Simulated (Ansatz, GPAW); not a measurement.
# How YF (model structure) absorbs and reflects light, part 2 of 3

Aim: the dielectric function of YF (model structure), and the optical constants that follow from it. The structure is a model built here, which may or may not match a known phase. It was built so: All Cl replaced by F and La replaced by Y in the R-3m structure of LaCl. The cell is first relaxed with Ansatz.

GPAW 26.7.0; DFT, revPBE, plane-wave PAW (GPAW data sets), scalar-relativistic, RPA, optical limit.

So far: Starting point; Relaxation.

## 3. Ground state

The self-consistent density comes first; it also tells whether there is a gap, which decides the occupations and the need for a Drude term.

This step: DFT, revPBE, plane-wave PAW (GPAW data sets), scalar-relativistic, ground state (GPAW 26.7.0).

Contents of gs.py:

```python
from ase import Atoms
from ase.dft.bandgap import bandgap
from gpaw import GPAW, PW, FermiDirac

atoms = Atoms(['Y', 'Y', 'F', 'F'],
              cell=[[1.89331776, 1.09310752, 6.55129646],
                    [-1.89331776, 1.09310752, 6.55129646],
                    [0.00000000, -2.18621504, 6.55129646]],
              scaled_positions=[[0.76019177, 0.76019177, 0.76019177],
                                [0.23980823, 0.23980823, 0.23980823],
                                [0.62814990, 0.62814990, 0.62814990],
                                [0.37185010, 0.37185010, 0.37185010]],
              pbc=[True, True, True])
atoms.calc = GPAW(mode=PW(400), xc='revPBE', kpts={'size': (7, 7, 7), 'gamma': True},
                  occupations=FermiDirac(0.05), maxiter=150, txt='gs.txt')
print('energy (eV)', atoms.get_potential_energy())
print('Fermi level (eV)', atoms.calc.get_fermi_level())
print('valence electrons', atoms.calc.get_number_of_electrons())
print('gap (eV)', bandgap(atoms.calc, output=None)[0])
print('direct gap (eV)', bandgap(atoms.calc, direct=True, output=None)[0])
atoms.calc.write('gs.gpw')
```

Started as:

```
$ OMP_NUM_THREADS=1 python gs.py
```

Numbers of over 12 decimals in the logs are rounded to 6 here.

What it wrote:

```text
__  _  _
 | _ |_)|_||  |
 |__||  | ||/\| - 26.7.0

Versions:
  Python: 3.12.14
  ASE:    3.29.0
  Numpy:  2.5.5
  Scipy:  1.18.1
  Libxc:  7.0.0

Input parameters:
  mode=PW(ecut=400.0),
  kpts=MonkhorstPack(size=(7, 7, 7), gamma=True),
  maxiter=150,
  occupations=Occupations(name='fermi-dirac', width=0.05, fixmagmom=False),
  xc=XC(name='revPBE')

Diagonalizing LCAO Hamiltonian
Converting LCAO to pw mode

       Y

       F

       F

       Y

Atoms  # Å, Bohr magnetons
|   | symbol |         x |         y |         z |    initial magnetic moments |
| 0 |      Y | -0.000000 |  0.000000 | 14.940725 | ( 0.0000,  0.0000,  0.0000) |
| 1 |      Y | -0.000000 |  0.000000 |  4.713164 | ( 0.0000,  0.0000,  0.0000) |
| 2 |      F |  0.000000 |  0.000000 | 12.345589 | ( 0.0000,  0.0000,  0.0000) |
| 3 |      F |  0.000000 | -0.000000 |  7.308301 | ( 0.0000,  0.0000,  0.0000) |

Unit cell  # Å
| periodic |         x |         y |        z |  lengths |    angles |
|      yes |  1.893318 |  1.093108 | 6.551296 | 6.906448 | 31.821267 |
|      yes | -1.893318 |  1.093108 | 6.551296 | 6.906448 | 31.821267 |
|      yes |  0.000000 | -2.186215 | 6.551296 | 6.906448 | 31.821267 |

Number of symmetries: 4
Symmetry operations  # r_c * U_cc + t_c -> r_c
|   | kind |            matrix            |
| 0 |  E   |  1, 0, 0,  0, 1, 0,  0, 0, 1 |
| 1 |  σ   |  0, 1, 0,  1, 0, 0,  0, 0, 1 |
| 2 |  C2  |  0,-1, 0, -1, 0, 0,  0, 0,-1 |
| 3 |  i   | -1, 0, 0,  0,-1, 0,  0, 0,-1 |

BZ-sampling:
  Number of BZ points: 343
  Number of IBZ points: 100

  Monkhorst-Pack size: [7, 7, 7]
  Monkhorst-Pack shift: [0, 0, 0]

K-points  # in reciprocal-cell coordinates
|     |                                coordinates |     weight |
|   0 | (  0.00000000,   0.00000000,   0.00000000) | 0.00291545 |
|   1 | (  0.00000000,   0.00000000,   0.14285714) | 0.00583090 |
|   2 | (  0.00000000,   0.00000000,   0.28571429) | 0.00583090 |
|   3 | (  0.00000000,   0.00000000,   0.42857143) | 0.00583090 |
|   4 | (  0.14285714,  -0.14285714,   0.00000000) | 0.00583090 |
|   5 | (  0.14285714,  -0.14285714,   0.14285714) | 0.01166181 |
|   6 | (  0.14285714,  -0.14285714,   0.28571429) | 0.01166181 |
|   7 | (  0.14285714,  -0.14285714,   0.42857143) | 0.01166181 |
|   8 | (  0.14285714,   0.00000000,  -0.42857143) | 0.01166181 |
|   9 | (  0.14285714,   0.00000000,  -0.28571429) | 0.01166181 |
| ... |                                            |            |
|  99 | (  0.42857143,   0.42857143,   0.42857143) | 0.00583090 |

Plane wave coefficients: 1487
Cutoff: 400.0 eV

Spin-components: 1 (collinear spins)
Bands:           26
Projectors:      22
Spin-degeneracy: 2
Datatype:        complex128

Parallelization:
  kpt:    1
  domain: 1
  band:   1

Density:
  Valence electrons: 36.0
  Components: 1
  Grid points: [32 32 32]
  Charge: 0.0  # |e|

Potential:
  Grid points: [32 32 32]

species:
  Y:
    name:    Yttrium
    id:
    Z:       39.0
    valence: 11
    core:    28
    charge:  0.0  # [|e|]
    compensation charges:
      type: gauss
      rc: 0.40  # [Å]
      lmax: 2
    cutoffs:
      filter: 2.39  # [Å]
      core: 1.70  # [Å]
    projectors
    | kind |    occ | energy [eV] | rcut [Å] |
    |   4s |  2.000 |     -47.980 |    1.328 |
    |   5s |  2.000 |      -4.063 |    1.328 |
    |   4p |  6.000 |     -27.930 |    1.318 |
    |   5p |  0.000 |      -1.433 |    1.318 |
    |   4d |  1.000 |      -2.485 |    1.286 |
    |    d |        |      24.727 |    1.286 |

    Using partial waves for Y as LCAO basis

  F:
    name:    Fluorine
    id:
    Z:       9.0
    valence: 7
    core:    2
    charge:  0.0  # [|e|]
    compensation charges:
      type: gauss
      rc: 0.20  # [Å]
      lmax: 2
    cutoffs:
      filter: 1.14  # [Å]
      core: 0.74  # [Å]
    projectors
    | kind |    occ | energy [eV] | rcut [Å] |
    |   2s |  2.000 |     -29.933 |    0.635 |
    |   2p |  5.000 |     -11.043 |    0.635 |
    |    s |        |      -2.721 |    0.635 |
    |    p |        |      16.168 |    0.635 |
    |    d |        |       0.000 |    0.635 |

    Using partial waves for F as LCAO basis

Reference energy: -189624.606051  # eV

eigensolver:
  PPCG
  Converge bands: occupied
  niter=2

density mixing:
  MSR1-Mixer
  Pratt-step length: 0.05
  Maximum mixing coefficient: 0.75
  Old densities: 10
  SVD Regularization: 0.005
  Good broyden scale: 1.0
  Trust region scale: 1.0
  Backstep threshold: 4.0
  History deletion threshold: 6.0
  Fourier metric: weight=20.0, sigma=0.015

occupation numbers:
  Fermi-Dirac:
    width: 0.0500  # eV

poisson solver:
  ecut: 3200.0  # eV

xc functional:
  name: revPBE with 2 nearest neighbor stencil

convergence criteria:
- Maximum [total energy] change in last 3 cyles: 0.0005 eV / valence electron
- Maximum integral of absolute [dens]ity change: 0.0001 electrons / valence electron
- Maximum integral of absolute [eigenst]ate change: 4e-08 eV^2 / valence electron
maximum number of iterations: 150

SCF iterations
|iter     |      energy | eigst |  dens |
|iter:   1||  -20.440250 | -0.42 |       |
|iter:   2||  -20.250365 | -2.21 | -1.13 |
|iter:   3||  -19.650747 | -0.97 | -1.17 |
|iter:   4||  -19.678927 | -2.18 | -1.62 |
|iter:   5||  -19.688952 | -2.63 | -1.92 |
|iter:   6||  -19.688787c| -3.32 | -2.29 |
|iter:   7||  -19.689179c| -4.75 | -2.89 |
|iter:   8||  -19.689204c| -6.07 | -3.42 |
|iter:   9||  -19.689216c| -6.68 | -3.83 |
|iter:  10||  -19.689216c| -8.06c| -4.80c|

Converged in 10 steps
SCF loop duration: 64.078 s (6.408 s/step)
Energy contributions relative to reference atoms: (reference = -189624.606051)

Energy contributions:
  Kinetic:           3.047996
  Coulomb:          -2.525389
  Zero:             -0.058782
  External:          0.000000
  Xc:              -20.125726
  Entropy:          -0.054632
  Spinorbit:         0.000000
  ----------------------------
  Free energy:     -19.716532
  Extrapolated:    -19.689216

dipole moment: (-0.000000, -0.000000, 0.000009)  # |e|*Ang

Fermi level: 6.854
Eigenvalues  # (at kpt = [0.000, 0.000, 0.000])
| band index |      eig [eV] | occ [0-2] |
|          0 |       -36.648 |     2.000 |
|        ... |               |           |
|         10 |        -1.152 |     2.000 |
|         11 |        -0.871 |     2.000 |
|         12 |        -0.871 |     2.000 |
|         13 |        -0.218 |     2.000 |
|         14 |        -0.211 |     2.000 |
|         15 |        -0.211 |     2.000 |
|         16 |         3.993 |     2.000 |
|         17 |         6.549 |     1.996 |
|         18 |         8.757 |     0.000 |
|         19 |         8.757 |     0.000 |
|         20 |         9.002 |     0.000 |
|         21 |         9.349 |     0.000 |
|         22 |         9.349 |     0.000 |
|         23 |         9.811 |     0.000 |
|         24 |         9.811 |     0.000 |
|         25 |        10.551 |     0.000 |

No gap
No difference between direct/indirect transitions

--- standard output ---
energy (eV) -19.689216
Fermi level (eV) 6.853929
valence electrons 36.0
gap (eV) 0.0
direct gap (eV) 0.0
```

The job ended after 74 s (1 thread of Intel Xeon 6975P-C (Granite Rapids), shared host; peak memory 0.27 GiB).

This step gave:

| Item | Value |
| --- | --- |
| energy | -19.69 eV |
| Fermi energy | 6.854 eV |
| electrons | 36 |

There are states at the Fermi level within the smearing, so the occupations stay smeared and the carriers get a Drude term.

## 4. Bands for the response

At the fixed density, many empty bands are solved on the mesh of the response, since the spectrum sums over them.

This step: DFT, revPBE, plane-wave PAW (GPAW data sets), scalar-relativistic, bands at fixed density (GPAW 26.7.0).

Contents of nscf.py:

```python
from ase.dft.bandgap import bandgap
from gpaw import GPAW, FermiDirac

calc = GPAW('gs.gpw').fixed_density(kpts={'size': (10, 10, 10), 'gamma': True}, nbands=48, convergence={'bands': 42},
                                    occupations=FermiDirac(0.05), txt='nscf.txt')
print('gap (eV)', bandgap(calc, output=None)[0])
print('direct gap (eV)', bandgap(calc, direct=True, output=None)[0])
calc.write('full.gpw', mode='all')
```

Started as:

```
$ OMP_NUM_THREADS=1 python nscf.py
```

What it wrote:

```text
Diagonalizing LCAO Hamiltonian
Converting LCAO to pw mode
convergence criteria:
- Maximum integral of absolute [eigenst]ate change: 4e-08 eV^2 / valence electron
maximum number of iterations: 150

SCF iterations
|iter     |      energy | eigst |  dens |
|iter:   1||             | +2.68 |       |
|iter:   2||             | +1.58 |       |
|iter:   3||             | +0.68 |       |
|iter:   4||             | -0.32 |       |
|iter:   5||             | -1.26 |       |
|iter:   6||             | -2.30 |       |
|iter:   7||             | -3.10 |       |
|iter:   8||             | -4.11 |       |
|iter:   9||             | -4.90 |       |
|iter:  10||             | -5.89 |       |
|iter:  11||             | -6.65 |       |
|iter:  12||             | -7.35 |       |
|iter:  13||             | -7.95c|       |
SCF steps: 13
  __  _  _
 | _ |_)|_||  |
 |__||  | ||/\| - 26.7.0

Versions:
  Python: 3.12.14
  ASE:    3.29.0
  Numpy:  2.5.5
  Scipy:  1.18.1
  Libxc:  7.0.0

Input parameters:
  mode=PW(ecut=400.0),
  convergence={'bands': 42},
  gpts=array([32, 32, 32]),
  kpts=MonkhorstPack(size=(10, 10, 10), gamma=True),
  maxiter=150,
  nbands=48,
  occupations=Occupations(name='fermi-dirac', width=0.05, fixmagmom=False),
  parallel={},
  xc=XC(name='revPBE')

--- standard output ---
gap (eV) 0.0
direct gap (eV) 0.0
```

Run time: 7.1 min. Hardware: 1 thread; peak memory 0.63 GiB.

[end of part 2 of 3]

[Machine, clock and banner lines and Python warnings are left out of the logs.]

[Logs are printed without paths, hosts, clocks, repeated set-up lines and the standing remarks that a program may print on its own settings, such as how far it seeks lower states.]

[Hosts, paths, dates, database ids (printed as entryN), source tags and the programs' standing remarks are cut or masked in the printed files.]
